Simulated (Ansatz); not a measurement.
**Debugging a many-body input for LaInO3 (Pnma)**

Aim: the G0W0 gap of LaInO3 (Pnma). The first input has a fault.

Method: G0W0 on r2SCAN, plane waves, PAW, in Ansatz 0.2.0.

## Step 1: The structure

Symmetry: Pnma, No. 62, orthorhombic system. The conventional cell has a = 5.940 Å, b = 8.216 Å, c = 5.723 Å, α = 90.00°, β = 90.00°, γ = 90.00°. Nearest to La lie 8 O at 2.38 to 2.94 Å. In has 6 O at 2.16 to 2.17 Å nearest. Nearest to O lie 2 In at 2.17 Å and 2 La at 2.38 to 2.50 Å. Nearest to O lie 2 In at 2.16 to 2.17 Å and 3 La at 2.40 to 2.94 Å. Farther neighbours and most contacts between anions are not listed.

Geometry: measured cell, ions relaxed with r2SCAN. The runs that relaxed it are not among those shown. Spin-orbit coupling is left out unless a step names it. The default PAW set here is soft_2. Its files were made with PBE.

## Step 2: First try

Contents of input.yaml:

```yaml
crystal:
  lattice:
    - [5.9404, 0.0, 0.0]
    - [0.0, 8.2158, 0.0]
    - [0.0, 0.0, 5.7229]
  atoms:
    - { symbol: La, position: [0.9463878551, 0.25, 0.0153056088] }
    - { symbol: La, position: [0.5536121449, 0.75, 0.5153056088] }
    - { symbol: La, position: [0.4463878551, 0.25, 0.4846943912] }
    - { symbol: La, position: [0.0536121449, 0.75, 0.9846943912] }
    - { symbol: In, position: [0.0, 0.0, 0.5] }
    - { symbol: In, position: [0.5, 0.0, 0.0] }
    - { symbol: In, position: [0.5, 0.5, 0.0] }
    - { symbol: In, position: [0.0, 0.5, 0.5] }
    - { symbol: O, position: [0.044381747, 0.25, 0.6126999622] }
    - { symbol: O, position: [0.455618253, 0.75, 0.1126999622] }
    - { symbol: O, position: [0.544381747, 0.25, 0.8873000378] }
    - { symbol: O, position: [0.955618253, 0.75, 0.3873000378] }
    - { symbol: O, position: [0.1980525852, 0.0593550044, 0.195575952] }
    - { symbol: O, position: [0.3019474148, 0.9406449956, 0.695575952] }
    - { symbol: O, position: [0.6980525852, 0.4406449956, 0.304424048] }
    - { symbol: O, position: [0.8019474148, 0.5593550044, 0.804424048] }
    - { symbol: O, position: [0.8019474148, 0.9406449956, 0.804424048] }
    - { symbol: O, position: [0.6980525852, 0.0593550044, 0.304424048] }
    - { symbol: O, position: [0.3019474148, 0.5593550044, 0.695575952] }
    - { symbol: O, position: [0.1980525852, 0.4406449956, 0.195575952] }
kpoints:
  mp_grid: { grid: [2, 2, 2] }
hamiltonian:
  xc: r2scan
scf:
  occupations: { method: fixed }
gw:
  n_empty_bands: 294
  ecut_chi: 2
  qp_bands: [v4, c4]
  qp_kpoints: band_edges
  screening: { model: contour_deformation }
```

Command:

```console
$ ansatz run input.yaml --threads 8 --pin off --max-ram 55296MiB --backend cuda --events-out ev --progress --plain --runs-dir out --devices 1 --max-vram 24GiB
```

Numbers of over 12 decimals in the logs are rounded to 6 here.

Log:

```text
GPUs: using 1 of 1 available (devices: 1).
Engine: ansatz 0.2.0, x86_64-unknown-linux-gnu
Pseudopotentials: kind: paw
Pseudopotential: La, paw, valence charge 11, recommended cutoff 500 eV (meta_gga), La.paw.azcp
Pseudopotential: In, paw, valence charge 13, recommended cutoff 500 eV (meta_gga), In.paw.azcp
Pseudopotential: O, paw, valence charge 6, recommended cutoff 500 eV (meta_gga), O.paw.azcp
Functional definition: r2SCAN
  parameter k0 = 0.174
  parameter k1 = 0.065
  parameter a1 = 4.9479
  exchange = r2scan_x(k0 = k0, k1 = k1, a1 = a1)
  correlation = r2scan_c
device memory: the entry about to start is reckoned to put 8.6 GiB on a device that reports 78.6 GiB free (of which the cap on the GPU budget leaves the run 24.0 GiB)
GPU FFT provider: cuFFT
GPU libraries: cuBLAS 13.8.2, cuFFT 12.4.0, cuSOLVER 12.3.4
Crystal: 20 atoms, lattice volume = 279.307 Å³
Basis set: ecut = 500 eV, 7101 PW (Γ), exchange–correlation on 180×240×180 points (64 copies of the dense FFT grid, shifted against one another)
Bands: 104, of which v1, the nominal top of the filled ones, is band 84 counted from 1 (83 counted from 0)
Symmetry: 8 space group operations
Space group: Pnma (ITA 62), of the structure as read, at distance tolerance 6.5e-5 Å
k-points: 8
Non-local potential: La, projectors of the file, l = 0: 3, l = 1: 2, l = 2: 2, l = 3: 3
Non-local potential: In, projectors of the file, l = 0: 2, l = 1: 2, l = 2: 2, l = 3: 2
Non-local potential: O, projectors of the file, l = 0: 2, l = 1: 2, l = 2: 1
PAW form: soft (Blöchl's): semilocal exchange-correlation on the pseudo side does not see the compensation charge
PAW frozen core: La, regenerated for the run's functional (the file was generated under x = pbe(κ = 0.804, μ = 0.219515), c = pbe(β = 0.066725))
PAW frozen core: In, regenerated for the run's functional (the file was generated under x = pbe(κ = 0.804, μ = 0.219515), c = pbe(β = 0.066725))
PAW frozen core: O, regenerated for the run's functional (the file was generated under x = pbe(κ = 0.804, μ = 0.219515), c = pbe(β = 0.066725))
PAW one-centre angular grid: La, 974 points (default); XC on 160 Gauss nodes
PAW one-centre angular grid: In, 590 points (default); XC on 289 of its mesh's 2783 points in the sphere
PAW one-centre angular grid: O, 302 points (default); XC on 160 Gauss nodes
Initial density: superposition of atomic densities (neutral atoms: chi_scale 0, normalization atom), corrected by the library's trained network
Initial wavefunctions: pseudopotential atomic-orbital guess
GPU buffer pool allocated for 121500 grid points (all kernels)
GPU transforms: local potential and band sums: pruned to the plane-wave sphere, on 45×60×45
Functional: x = r2scan, c = r2scan; τ floored in thin density (d = 2e-4 eV/Å³)
SCF iter   1: F=—  HF=-54353.308298 eV  |F-HF|=—  |Δ(HF+E_count)|=         —  Δρ=1.29e-2  dr2=5.35e-1  dr2_τ=7.56e-1  ethr=1.77e-3  ⟨swp⟩=4.8  Hψ=2949  notcnv=0  defer=127
preconditioner: auto → Resta (q_TF=auto, 2.507 Å⁻¹)  ε∞=4.7  [insulator: Δε(μ)=3.625 eV  Ē_g=14.650 eV  n_scr=74 (ndim 8)  ℏωp=28.1 eV  f_vac=0.000  ε∞_Penn≈4.7]
SCF iter   2: F=—  HF=-54353.710882 eV  |F-HF|=—  |Δ(HF+E_count)|=   4.03e-1  Δρ=6.14e-3  dr2=7.13e-2  dr2_τ=1.08e-2  ethr=3.18e-4  ⟨swp⟩=3.5  Hψ=1671  notcnv=0  defer=136
SCF iter   3: F=—  HF=-54353.699122 eV  |F-HF|=—  |Δ(HF+E_count)|=   1.18e-2  Δρ=1.87e-3  dr2=6.45e-3  dr2_τ=7.27e-4  ethr=4.24e-5  ⟨swp⟩=4.1  Hψ=1535  notcnv=0  defer=140
SCF iter   4: F=—  HF=-54353.698944 eV  |F-HF|=—  |Δ(HF+E_count)|=   1.78e-4  Δρ=5.36e-4  dr2=4.20e-4  dr2_τ=8.25e-5  ethr=3.84e-6  ⟨swp⟩=3.6  Hψ=1425  notcnv=0  defer=140
SCF iter   5: F=—  HF=-54353.699049 eV  |F-HF|=—  |Δ(HF+E_count)|=   1.05e-4  Δρ=2.50e-4  dr2=1.43e-4  dr2_τ=2.37e-5  ethr=2.50e-7  ⟨swp⟩=2.0  Hψ=1424  notcnv=0  defer=140
[...]
k-point 2: bands = [... 80 lower, 9.3953, 9.3953, 9.7064, 9.7064, 14.2441, 14.2441, 15.2003, 15.2003, ... 16 higher]
  k-point 7: bands = [... 80 lower, 9.5253, 9.5253, 9.5253, 9.5253, 15.2342, 15.2342, 15.2342, 15.2342, ... 16 higher]
--- G₀W₀: contour deformation, 5 samples at zero and on the imaginary axis and 1 off it, 8 q-points, 294 empty bands' worth ---
  eigenvalues of the whole cell's RPA ε∞ on this k-mesh (on a slab, of 1 + 4πα/V) = 4.3724, 4.4919, 4.5908; static W/v taken at q = 0 is 0.221867
  bands read: the sum over 378 bands ends inside a degenerate multiplet in 2 slots, whose members it reads at an even weight; the widest, k=6: bands 377 to 380 (counted from 1) at 2/4 each
  gw.qp_kpoints: band_edges: 8 of 8 stored k-points solved, in 1 pass; an edge of the gap read off the rows below is read off those points alone
  `?` marks the rows in doubt; gw_qp.tsv's column doubts and the gw_qp event give each row's grounds
    ik  band        ε_KS         Σx   Σc(E_QP)       V_xc       Z   E_QP_lin       E_QP  E_QP is
     0    81      9.3845   -25.6926     2.4929   -20.9313  0.8999     7.0720     7.1163  root
     0    82      9.4967   -26.9610     2.3934   -22.6618  0.9021     7.5626     7.5908  root
     0    83      9.6456   -27.2515     2.4441   -22.8996  0.9011     7.7085     7.7378  root
     0    84      9.7909   -27.4927     2.4328   -23.1412  0.9016     7.8430     7.8723  root
     0    85     13.3452   -12.5156    -2.1757   -16.7414  0.9063    15.4243    15.3953  root
     0    86     15.1298   -16.6832    -3.8859   -27.2768  0.8970    22.5000    21.8375  root ?
     0    87     15.1823   -18.8595    -4.1613   -31.2309  0.8955    24.0830    23.3924  root ?
     0    88     15.2363   -18.7040    -4.1174   -30.7772  0.8959    23.8875    23.1920  root ?
     1    81      9.3878   -25.7647     2.5383   -20.9682  0.8994     7.0848     7.1296  root
     1    82      9.3878   -25.7647     2.5383   -20.9682  0.8994     7.0848     7.1296  root
     1    83      9.4567   -26.2490     2.5035   -21.5895  0.9000     7.2609     7.3008  root
     1    84      9.4567   -26.2490     2.5035   -21.5895  0.9000     7.2609     7.3008  root
     1    85     14.8950   -14.1274    -2.8862   -21.4003  0.9014    19.4765    19.2817  root ?
     1    86     14.8950   -14.1274    -2.8862   -21.4003  0.9014    19.4765    19.2817  root ?
     1    87     15.1966   -18.6395    -4.1330   -30.7935  0.8957    23.9107    23.2175  root ?
     1    88     15.1966   -18.6395    -4.1330   -30.7935  0.8957    23.9107    23.2175  root ?
     2    81      9.3953   -26.1304     2.5270   -21.3779  0.8996     7.1266     7.1698  root
     2    82      9.3953   -26.1304     2.5270   -21.3779  0.8996     7.1266     7.1698  root
     2    83      9.7064   -27.3509     2.4392   -23.0002  0.9013     7.7656     7.7949  root
     2    84      9.7064   -27.3509     2.4392   -23.0002  0.9013     7.7656     7.7949  root
     2    85     14.2441   -12.5926    -2.3736   -17.4712  0.9041    16.8020    16.7491  root
[...]
2    87     15.2003   -18.7679    -4.1326   -30.9427  0.8956    23.9322    23.2426  root ?
     2    88     15.2003   -18.7679    -4.1326   -30.9427  0.8956    23.9322    23.2426  root ?
[...]
3    85     15.1125   -15.5266    -3.4168   -24.7111  0.8992    21.3119    20.8802  root ?
     3    86     15.1125   -15.5266    -3.4168   -24.7111  0.8992    21.3119    20.8802  root ?
     3    87     15.1894   -16.9402    -3.9194   -27.7353  0.8971    22.7410    22.0651  root ?
     3    88     15.1894   -16.9402    -3.9194   -27.7353  0.8971    22.7410    22.0651  root ?
[...]
4    85     14.8489   -13.9117    -2.8401   -20.9952  0.9016    19.2726    19.0923  root ?
[...]
6    84      9.3825   -25.9006     2.5139   -21.1795  0.8997     7.1333     7.1755  root
[...]
6    88     15.1424   -16.0675    -3.5727   -25.7122  0.8983    21.7217    21.2145  root ?
     7    81      9.5253   -26.4278     2.4975   -21.7868  0.9004     7.3430     7.3818  root
     7    82      9.5253   -26.4278     2.4975   -21.7868  0.9004     7.3430     7.3818  root
     7    83      9.5253   -26.4278     2.4975   -21.7868  0.9004     7.3430     7.3818  root
     7    84      9.5253   -26.4278     2.4975   -21.7868  0.9004     7.3430     7.3818  root
     7    85     15.2342   -18.9714    -4.3915   -31.2932  0.8954    24.0900    23.1645  root ?
     7    86     15.2342   -18.9714    -4.3915   -31.2932  0.8954    24.0900    23.1645  root ?
     7    87     15.2342   -18.9714    -4.3915   -31.2932  0.8954    24.0900    23.1645  root ?
     7    88     15.2342   -18.9714    -4.3915   -31.2932  0.8954    24.0900    23.1645  root ?
[key lines of the parts left out:]
SCF converged after 8 iterations
Free energy (F): -54353.699034 eV
Fermi energy:    9.790933 eV
```

Elapsed: 11 s, on 1 × NVIDIA H100 80GB HBM3 with 8 threads of AMD EPYC 7R13 (Zen 3), shared host; peak memory 2.5 GiB; 36 s of CPU time.

In the SCF lines HF is the Harris–Foulkes energy and dr2 the Hartree energy of the density residual, in eV; the loop may stop once dr2 is under the threshold and the program's other checks hold. Hψ counts applications of the Hamiltonian.

Q: What is the fault?

The run ended normally, though the input holds a fault or crude settings.

The fault: screening cutoff of a few eV. Such a cutoff keeps only a few plane waves in the dielectric matrix, so local fields and the Coulomb hole are lost.

It printed a gap of 7.52 eV, which is an artefact of the settings.

## Step 3: A better input

G0W0 replaces the xc potential by the self-energy, built once from these orbitals. Only a window of levels is corrected, while the sums run over the empty bands that the input names.

input.yaml: that of step 2 with these lines changed.

```diff
@@ -33,4 +33,4 @@
 gw:
-  n_empty_bands: 294
-  ecut_chi: 2
+  n_empty_bands: 436
+  ecut_chi: 78
   qp_bands: [v4, c4]
```

Log:

```text
GPUs: using 1 of 1 available (devices: 1).
[...]
GPU FFT provider: cuFFT
GPU libraries: cuBLAS 13.8.2, cuFFT 12.4.0, cuSOLVER 12.3.4
Crystal: 20 atoms, lattice volume = 279.307 Å³
Basis set: ecut = 500 eV, 7101 PW (Γ), exchange–correlation on 180×240×180 points (64 copies of the dense FFT grid, shifted against one another)
Bands: 104, of which v1, the nominal top of the filled ones, is band 84 counted from 1 (83 counted from 0)
[... 1 set-up line as in the run before ...]
[...]
k-points: 8
[...]
GPU buffer pool allocated for 121500 grid points (all kernels)
[...]
SCF iter   1: F=—  HF=-54353.308298 eV  |F-HF|=—  |Δ(HF+E_count)|=         —  Δρ=1.29e-2  dr2=5.35e-1  dr2_τ=7.56e-1  ethr=1.77e-3  ⟨swp⟩=4.8  Hψ=2949  notcnv=0  defer=127
[...]
1    88     15.1966   -18.6395    -8.3627   -30.7935  0.7569    19.4105    18.9878  root ?
[...]
2    87     15.2003   -18.7679    -8.3723   -30.9427  0.7565    19.4285    19.0029  root ?
     2    88     15.2003   -18.7679    -8.3723   -30.9427  0.7565    19.4285    19.0029  root ?
[...]
3    85     15.1125   -15.5266    -6.3927   -24.7111  0.7854    18.0572    17.9043  root ?
[...]
7    81      9.5253   -26.4278     4.5492   -21.7868  0.7711     9.4334     9.4336  root
     7    82      9.5253   -26.4278     4.5492   -21.7868  0.7711     9.4334     9.4336  root
     7    83      9.5253   -26.4278     4.5492   -21.7868  0.7711     9.4334     9.4336  root
     7    84      9.5253   -26.4278     4.5492   -21.7868  0.7711     9.4334     9.4336  root
     7    85     15.2342   -18.9714    -8.4784   -31.2932  0.7551    19.5193    19.0775  root ?
     7    86     15.2342   -18.9714    -8.4784   -31.2932  0.7551    19.5193    19.0775  root ?
     7    87     15.2342   -18.9714    -8.4784   -31.2932  0.7551    19.5193    19.0775  root ?
     7    88     15.2342   -18.9714    -8.4784   -31.2932  0.7551    19.5193    19.0775  root ?
[key lines of the parts left out:]
SCF converged after 8 iterations
Free energy (F): -54353.699034 eV
Fermi energy:    9.790933 eV
```

The job ended after 9.2 s (1 × NVIDIA H100 80GB HBM3 with 8 threads; peak memory 2.8 GiB).

Numbers from this step:

* bands summed: 520
* RPA ε∞ on this mesh (eigenvalues): 4.153, 4.275, 4.377
* plane waves in the screening matrix: 431
* q-points in the mesh: 8
* G0W0 gap on the mesh: 4.442 eV
* k of the valence top: 0, 0, 0
* k of the conduction bottom: 0, 0, 0
* starting gap on the mesh: 3.554 eV
* Z at the valence top: 0.7779
* Z at the conduction bottom: 0.8282
* least direct G0W0 gap on the computed points: 4.442 eV

The gap on the mesh goes from 3.55 eV to 4.44 eV, a correction of +0.89 eV. Between the two edge states, bare exchange in place of the xc potential would open the gap by 8.58 eV, and correlation takes back 7.69 eV.

## Step 4: Results

| Item | Value |
| --- | --- |
| first try | converged after 11 s |
| better run | G0W0 gap on the mesh 4.44 eV (2×2×2 mesh, 436 empty bands, screening to 78 eV) |

In words: The second run differs in: empty bands and screening cutoff (eV). Bands and cutoff are finite, so the gap is not at the basis limit. The miss can reach some tenths of an eV and take either sign; the mesh is an error of its own. The 2×2×2 mesh is coarse for this cell (its supercell is 11 Å along the shortest edge). The RPA ε∞ on it, from the r2SCAN start, is 4.15, 4.27 and 4.38; such meshes misread the long-range screening, most where the gap is narrow. Empty 4f levels lie among the conduction bands. Their place in the start is unsure; it enters the screening, and the edge itself where they lie low. The many-body steps are scalar-relativistic: spin-orbit coupling is not in them.

[Paths, hosts, dates, memory and timing lines, banners, echoed tables and standing remarks are left out of the program output.]

[Logs are printed without paths, hosts, clocks, repeated set-up lines and the standing remarks that a program may print on its own settings, such as how far it seeks lower states.]

[Runs of the session that timed out or met a known fault of the program may be left out.]

[Cells called generated may have been cut or substituted from an entry of the Crystallography Open Database or the Materials Project.]

[Hosts, paths, dates, database ids (printed as entryN), source tags and the programs' standing remarks are cut or masked in the printed files.]
